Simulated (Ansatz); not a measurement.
# N on Nb(110): change of the work function, part 4 of 4

Wanted: Δφ(θ) for N/Nb(110), starting from the hollow site.

Ansatz 0.2.0; plane-wave DFT, PBE, Ansatz PAW.

So far, work function, upper face (eV): step 2 (the clean slab) 4.49; step 3 (37 atoms, coverage 0.111 ML, cell 3x3) 4.49; step 4 (17 atoms, coverage 0.25 ML, cell 2x2) 4.67.

### 5. The covered slab, k-mesh 6×6×1, coverage 0.5 ML (continued)

Step by step:

| step | energy less that of the first step (eV) | largest force component (eV/Å) |
| --- | --- | --- |
| 1 | 0.0000 | 4.4994 |
| 2 | -3.0893 | 4.7302 |
| 3 | -5.4521 | 2.3187 |
| 4 | -6.2765 | 0.7036 |
| 5 | -6.3354 | 0.3150 |
| 6 | -6.4027 | 0.0912 |
| 7 | -6.4059 | 0.0228 |
| 8 | -6.4062 | 0.0066 |

The run keeps the 2 symmetry operations that it works with, so distortions that break them were not tested.

The atoms that moved most (Å):

| atom | dx | dy | dz | length |
| --- | --- | --- | --- | --- |
| N18 | -0.035 | 0.078 | -0.674 | 0.680 |
| N17 | -0.035 | 0.078 | -0.674 | 0.680 |
| Nb12 | -0.187 | 0.109 | 0.218 | 0.307 |
| Nb4 | -0.187 | 0.109 | 0.218 | 0.307 |
| Nb16 | -0.063 | -0.076 | 0.026 | 0.102 |
| Nb8 | -0.063 | -0.076 | 0.026 | 0.102 |
| Nb15 | -0.028 | 0.013 | -0.042 | 0.052 |
| Nb7 | -0.028 | 0.013 | -0.042 | 0.052 |

The relaxed structure:

```
Nb N
1.0
     4.66690   -3.30000    0.00000
     4.66690    3.30000    0.00000
     0.00000    0.00000   26.77448
Nb N
16 2
Direct
  0.00000 0.00000 0.33614
  0.25000 0.25000 0.42329
  0.99445 0.99741 0.51171
  0.21348 0.24646 0.60374
  0.00000 0.50000 0.33614
  0.25000 0.75000 0.42329
  0.99498 0.49901 0.50997
  0.25481 0.73175 0.59655
  0.50000 0.00000 0.33614
  0.75000 0.25000 0.42329
  0.49445 0.99741 0.51171
  0.71348 0.24646 0.60374
  0.50000 0.50000 0.33614
  0.75000 0.75000 0.42329
  0.49498 0.49901 0.50997
  0.75481 0.73175 0.59655
  0.40436 0.42812 0.63867
  0.90436 0.42812 0.63867
```

The relaxation took 8 steps and lowered the energy by 6.4 eV; the largest force on the free atoms ends at 0.0066 eV/Å.

The covered face has 5.15 eV, +0.65 eV against the clean one; the bare back face has moved by +0.01 eV, a measure of how thin the slab is.

### 6. The covered slab, k-mesh 12×12×1, coverage 1 ML

System of this step: Nb4N (N/Nb(110)). The cell holds 5 atoms: 4 Nb and 1 N. Its edges and angles: a = 2.858 Å, b = 2.858 Å, c = 26.774 Å, α = 90.0°, β = 90.0°, γ = 70.5°. Vacuum lies along c.

Another coverage, to see how the dipoles act on each other as their distance changes.

The input, input.yaml:

```yaml
crystal:
  lattice:
    - [2.3334523779, -1.65, 0.0]
    - [2.3334523779, 1.65, 0.0]
    - [0.0, 0.0, 26.7744808207]
  atoms:
    - { symbol: Nb, position: [0.0, 0.0, 0.3361409717] }
    - { symbol: Nb, position: [0.5, 0.5, 0.4232930773] }
    - { symbol: Nb, position: [0.0, 0.0, 0.5115348261] }
    - { symbol: Nb, position: [0.5, 0.5, 0.5955904945] }
    - { symbol: "N", position: [0.84, 0.84, 0.6638590283] }
kpoints:
  mp_grid: { grid: [12, 12, 1] }
hamiltonian:
  xc: pbe
scf:
  occupations: { method: fermi_dirac, width: 0.1 }
  convergence: { dr2_threshold: 1.0e-08 }
efield:
  axis: 3
  dipole_correction: true
  ramp_position: 0.97
  ramp_width: 0.06
relax:
  f_tol: 0.02
  max_steps: 60
  constraints: [{ sites: [0, 1] }]
output:
  write_potential: true
  write_density: true
  volumetric_format: npy
```

The run is started by

```sh
$ ansatz run input.yaml --threads 4 --pin off --max-ram 16384MiB --backend cpu --events-out ev --progress --plain --runs-dir out
```

Numbers of over 12 decimals in the logs are rounded to 6 here.

Output:

```text
[...]
Crystal: 5 atoms, lattice volume = 206.174 Å³
Basis set: ecut = 420 eV, 4043 PW (Γ), exchange–correlation on 40×40×360 points (8 copies of the dense FFT grid, shifted against one another)
Bands: 35, of which v1, the nominal top of the filled ones, is band 29 counted from 1 (28 counted from 0)
Symmetry: 2 space group operations
[...]
F+E_penalty+E_count = -18592.56492968 eV   max|allowed force component| = 1.756e-2 eV/Å
  atoms:
    - { symbol: Nb, position: [0.0, 0.0, 0.336141] }
    - { symbol: Nb, position: [0.500000, 0.500000, 0.423293] }
    - { symbol: Nb, position: [-0.00508745, -0.00508745, 0.509479] }
    - { symbol: Nb, position: [0.484948, 0.484948, 0.603507] }
    - { symbol: N, position: [0.866220, 0.866220, 0.636547] }
[key lines of the parts left out:]
SCF converged after 6 iterations
Free energy (F): -18592.564930 eV
Fermi energy:    3.477439 eV
Dipole field:    D = -0.039874 V/Å  (p = -0.045432 e·Å, saw-weighted, corrected)
Work function:   Φ+ = 5.6265 eV   Φ− = 4.5589 eV
```

It took 47 s on 4 threads of Arm Neoverse V1, shared host; peak memory 0.6 GiB.

Step by step:

| step | energy less that of the first step (eV) | largest force component (eV/Å) |
| --- | --- | --- |
| 1 | 0.0000 | 4.2004 |
| 2 | -1.6071 | 5.0346 |
| 3 | -3.0836 | 1.8051 |
| 4 | -3.3967 | 1.1177 |
| 5 | -3.4736 | 0.3409 |
| 6 | -3.4810 | 0.0587 |
| 7 | -3.4812 | 0.0176 |

The run keeps the 2 symmetry operations that it works with, so distortions that break them were not tested.

The atoms that moved most (Å):

| atom | dx | dy | dz | length |
| --- | --- | --- | --- | --- |
| N5 | 0.122 | 0.000 | -0.731 | 0.741 |
| Nb4 | -0.070 | 0.000 | 0.212 | 0.223 |
| Nb3 | -0.024 | 0.000 | -0.055 | 0.060 |

Final coordinates:

```xyz
5
Lattice="2.3335 -1.6500 0.0000 2.3335 1.6500 0.0000 0.0000 0.0000 26.7745" Properties=species:S:1:pos:R:3
Nb    0.0000    0.0000    9.0000
Nb    2.3335    0.0000   11.3335
Nb   -0.0237    0.0000   13.6410
Nb    2.2632    0.0000   16.1586
N     4.0426    0.0000   17.0432
```

Running mean over 2.333 Å of the planar mean; the ramp of the sawtooth is left out. Table of electron's electrostatic potential energy less the Fermi level by z:

| z (Å) | electron's electrostatic potential energy less the Fermi level (eV) |
| --- | --- |
| 4 | 4.56 |
| 5 | 4.54 |
| 6 | 4.37 |
| 7 | 2.82 |
| 8 | -5.87 |
| 9 | -11.1 |
| 10 | -11.0 |
| 11 | -11.0 |
| 12 | -11.1 |
| 13 | -11.1 |
| 14 | -10.6 |
| 15 | -9.55 |
| 16 | -13.6 |
| 17 | -10.8 |
| 18 | 0.408 |
| 19 | 5.35 |
| 20 | 5.62 |
| 21 | 5.63 |
| 22 | 5.63 |
| 23 | 5.63 |

The relaxation took 7 steps and lowered the energy by 3.5 eV; the largest force on the free atoms ends at 0.018 eV/Å.

The covered face has 5.63 eV, +1.13 eV against the clean one; the bare back face has moved by +0.03 eV, a measure of how thin the slab is.

### 7. Work function against coverage

This step: plane-wave DFT, PBE, Ansatz PAW; work function against coverage (Ansatz 0.2.0).

The runs are now put side by side.

Numbers from this step:

- work function of the clean face: 4.492 eV
- largest change of the work function: 1.134 eV

Table of work function of the covered face by coverage:

| coverage (adsorbates/nm²) | work function of the covered face (eV) |
| --- | --- |
| 0.00 | 4.49 |
| 1.44 | 4.49 |
| 3.25 | 4.67 |
| 6.49 | 5.15 |
| 12.99 | 5.63 |

The dipole per adsorbate comes from the change of the cell's dipole. Coverage, by row:

| coverage (1/nm²) | coverage (ML) | work function (eV) | change (eV) | dipole per adsorbate, positive end outwards (debye) | mean height of the added atoms over the highest substrate atom (Å) |
| --- | --- | --- | --- | --- | --- |
| 1.443 | 0.1111 | 4.49 | -0.001982 | -0.007 | 0.8951 |
| 3.247 | 0.25 | 4.673 | 0.1802 | -0.149 | 0.9557 |
| 6.493 | 0.5 | 5.146 | 0.6532 | -0.262 | 0.9352 |
| 12.99 | 1 | 5.626 | 1.134 | -0.226 | 0.8846 |

### 8. Outcome

* work function of the clean face: 4.49 eV
* work function at 0.11 ML: 4.49 eV
* work function at 0.25 ML: 4.67 eV
* work function at 0.5 ML: 5.15 eV
* work function at 1 ML: 5.63 eV
* dipole per adsorbate at 0.11 ML, positive end outwards: -0.01 D

What this shows: At the lowest coverage N changes the work function of Nb(110) by under 0.15 eV, within the error of so thin a slab; the largest change, +1.13 eV, comes at higher coverage. The slab has 4 layers, at the tabulated experimental lattice constant, one starting site was run, and quantum-size effects of a slab this thin can reach one or two tenths of an eV.

[Logs are printed without paths, hosts, clocks, repeated set-up lines and the standing remarks that a program may print on its own settings, such as how far it seeks lower states.]

[Hosts, paths, dates, database ids (printed as entryN), source tags and the programs' standing remarks are cut or masked in the printed files.]

[Maps of the electrostatic potential energy from Ansatz leave out the sawtooth potential of an applied field or a dipole correction, so their vacuum need not be flat; planar profiles and work functions include it.]
